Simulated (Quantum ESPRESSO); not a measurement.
# CaMn2Ge2: which magnetic order is lowest

Does CaMn2Ge2 prefer parallel or opposed moments, or none?

Calculated with Quantum ESPRESSO 7.5; PBEsol; plane waves with GBRV 1.5 PBEsol potentials, no spin-orbit coupling.

This is a report of a sequence of runs, with most program output left out.

### Step 1. The structure

It takes space group I4/mmm (No. 139, tetragonal). The conventional cell has a = 4.170 Å, b = 4.170 Å, c = 10.880 Å, α = 90.00°, β = 90.00°, γ = 90.00°. Ca has 8 Ge at 3.22 Å and 8 Mn at 3.43 Å nearest. Nearest to Mn lie 4 Ge at 2.53 Å and 4 Mn at 2.95 Å and 4 Ca at 3.43 Å. Ge has 4 Mn at 2.53 Å and 1 Ge at 2.59 Å and 4 Ca at 3.22 Å nearest. Farther neighbours are not listed.

The cell comes from the Crystallography Open Database.

### Step 2. Run 1 (ferro ++)

The signs are those of the starting moments on the seeded atoms, the atoms that are given a moment.

pw.in reads:

```
&CONTROL
  calculation = 'scf'
  prefix = 'pwscf'
  outdir = './tmp'
  pseudo_dir = './pseudo'
  disk_io = 'nowf'
/
&SYSTEM
  ibrav = 0
  celldm(1) = 8
  nat = 5
  ntyp = 3
  ecutwfc = 40
  ecutrho = 280
  nbnd = 48
  occupations = 'smearing'
  smearing = 'fd'
  degauss = 0.00367493
  nspin = 2
  starting_magnetization(1) = 0
  starting_magnetization(2) = 0.2333
  starting_magnetization(3) = 0
/
&ELECTRONS
  conv_thr = 1d-08
  electron_maxstep = 150
  mixing_beta = 0.3
/
ATOMIC_SPECIES
Ca     40.0780 ca_pbesol_v1.uspp.F.UPF
Mn     54.9380 mn_pbesol_v1.5.uspp.F.UPF
Ge     72.6300 ge_pbesol_v1.4.uspp.F.UPF
CELL_PARAMETERS alat
  -0.4925098712306    0.4925098712306    1.2850137647455
   0.4925098712306   -0.4925098712306    1.2850137647455
   0.4925098712306    0.4925098712306   -1.2850137647455
ATOMIC_POSITIONS crystal
Ca      0.0000000000    0.0000000000    0.0000000000
Mn      0.7500000000    0.2500000000    0.5000000000
Mn      0.2500000000    0.7500000000    0.5000000000
Ge      0.3810000000    0.3810000000    0.0000000000
Ge      0.6190000000    0.6190000000    0.0000000000
K_POINTS automatic
10 10 10 0 0 0
```

Run with:

```sh
> OMP_NUM_THREADS=1 mpirun -n 4 pw.x -nk 4 -in pw.in > pw.out
```

Wall time 4.6 min (4 MPI ranks of Arm Neoverse V1, shared host); peak memory 0.99 GiB.

Spin moment in the atom's sphere by atom:

```csv
atom,spin moment in the atom's sphere (μB)
Ca1,-0.04
Mn2,2.72
Mn3,2.72
Ge4,-0.10
Ge5,-0.10
```

Numbers from this step:

| Quantity | Value |
| --- | --- |
| smearing term TS | 0.03415 eV |
| magnetization | 5.294 μB |
| absolute magnetization | 6.228 μB |
| final state | ferromagnetic |

### Step 3. Start 2: antiferro +−

pw.in, as its differences from that of step 2:

```diff
@@ -11,6 +11,6 @@
   nat = 5
-  ntyp = 3
+  ntyp = 4
   ecutwfc = 40
   ecutrho = 280
-  nbnd = 48
+  nbnd = 44
   occupations = 'smearing'
@@ -21,3 +21,4 @@
   starting_magnetization(2) = 0.2333
-  starting_magnetization(3) = 0
+  starting_magnetization(3) = -0.2333
+  starting_magnetization(4) = 0
 /
@@ -30,3 +31,4 @@
 Ca     40.0780 ca_pbesol_v1.uspp.F.UPF
-Mn     54.9380 mn_pbesol_v1.5.uspp.F.UPF
+Mn1    54.9380 mn_pbesol_v1.5.uspp.F.UPF
+Mn2    54.9380 mn_pbesol_v1.5.uspp.F.UPF
 Ge     72.6300 ge_pbesol_v1.4.uspp.F.UPF
@@ -38,4 +40,4 @@
 Ca      0.0000000000    0.0000000000    0.0000000000
-Mn      0.7500000000    0.2500000000    0.5000000000
-Mn      0.2500000000    0.7500000000    0.5000000000
+Mn1     0.7500000000    0.2500000000    0.5000000000
+Mn2     0.2500000000    0.7500000000    0.5000000000
 Ge      0.3810000000    0.3810000000    0.0000000000
```

Wall time 4.5 min (4 MPI ranks); peak memory 0.94 GiB; 18 min of CPU time.

Spin moment in the atom's sphere by atom:

```csv
atom,spin moment in the atom's sphere (μB)
Ca1,0.00
Mn2,3.12
Mn3,-3.12
Ge4,0.00
Ge5,0.00
```

Read from the output:

| Quantity | Value |
| --- | --- |
| smearing term TS | 0.02106 eV |
| magnetization | 0 μB |
| absolute magnetization | 7.088 μB |
| final state | antiferromagnetic |

### Step 4. Run 3 (no spin polarisation)

pw.in reads:

```
&CONTROL
  calculation = 'scf'
  prefix = 'pwscf'
  outdir = './tmp'
  pseudo_dir = './pseudo'
  disk_io = 'nowf'
/
&SYSTEM
  ibrav = 0
  celldm(1) = 8
  nat = 5
  ntyp = 3
  ecutwfc = 40
  ecutrho = 280
  nbnd = 44
  occupations = 'smearing'
  smearing = 'fd'
  degauss = 0.00367493
/
&ELECTRONS
  conv_thr = 1d-08
  electron_maxstep = 150
  mixing_beta = 0.3
/
ATOMIC_SPECIES
Ca     40.0780 ca_pbesol_v1.uspp.F.UPF
Mn     54.9380 mn_pbesol_v1.5.uspp.F.UPF
Ge     72.6300 ge_pbesol_v1.4.uspp.F.UPF
CELL_PARAMETERS alat
  -0.4925098712306    0.4925098712306    1.2850137647455
   0.4925098712306   -0.4925098712306    1.2850137647455
   0.4925098712306    0.4925098712306   -1.2850137647455
ATOMIC_POSITIONS crystal
Ca      0.0000000000    0.0000000000    0.0000000000
Mn      0.7500000000    0.2500000000    0.5000000000
Mn      0.2500000000    0.7500000000    0.5000000000
Ge      0.3810000000    0.3810000000    0.0000000000
Ge      0.6190000000    0.6190000000    0.0000000000
K_POINTS automatic
10 10 10 0 0 0
```

The job ended after 1.7 min (4 MPI ranks; peak memory 0.66 GiB; 6.8 min of CPU time).

This step gave:

| Property | Result |
| --- | --- |
| smearing term TS | 0.08087 eV |
| final state | non-magnetic (no spin polarisation) |

### Step 5. The states side by side

An order is kept where moments of 0.15 μB or more survive with the typed signs; meshes match where a doubled cell samples the same k points as the first cell.

Orders:

```
               start        final state  typed order kept  energy over the lowest (meV a seeded atom)  largest site moment (μB)  net moment (μB a cell of the first run)  mesh matched  CPU time (s)
            ferro ++      ferromagnetic               yes                                         143                     2.717                                    5.294           yes          1107
        antiferro +-  antiferromagnetic               yes                                           0                     3.125                                        0           yes          1071
no spin polarisation       non-magnetic                 -                                       716.7                         0                                        0           yes         407.3
```

### Step 6. What came out

```yaml
lowest_state_found: antiferromagnetic (from antiferro +-)
largest_site_moment: 3.12 μB
next_state_with_moments: ferromagnetic, 143 meV a seeded atom higher
state_without_moments: 717 meV a seeded atom higher
```

**Reading.** This is the lowest of 3 collinear or spinless starts, no proof of the ground state.

[Logs and program files are shortened in this print: banners, set-up blocks, solver, clock and traceback lines can be left out without a mark of their own.]

[Logs are printed without paths, hosts, clocks, repeated set-up lines and the standing remarks that a program may print on its own settings, such as how far it seeks lower states.]

[Hosts, paths, dates, database ids (printed as entryN), source tags and the programs' standing remarks are cut or masked in the printed files.]

[Where a cell is said to come from a database of computed structures, the database is the Materials Project.]
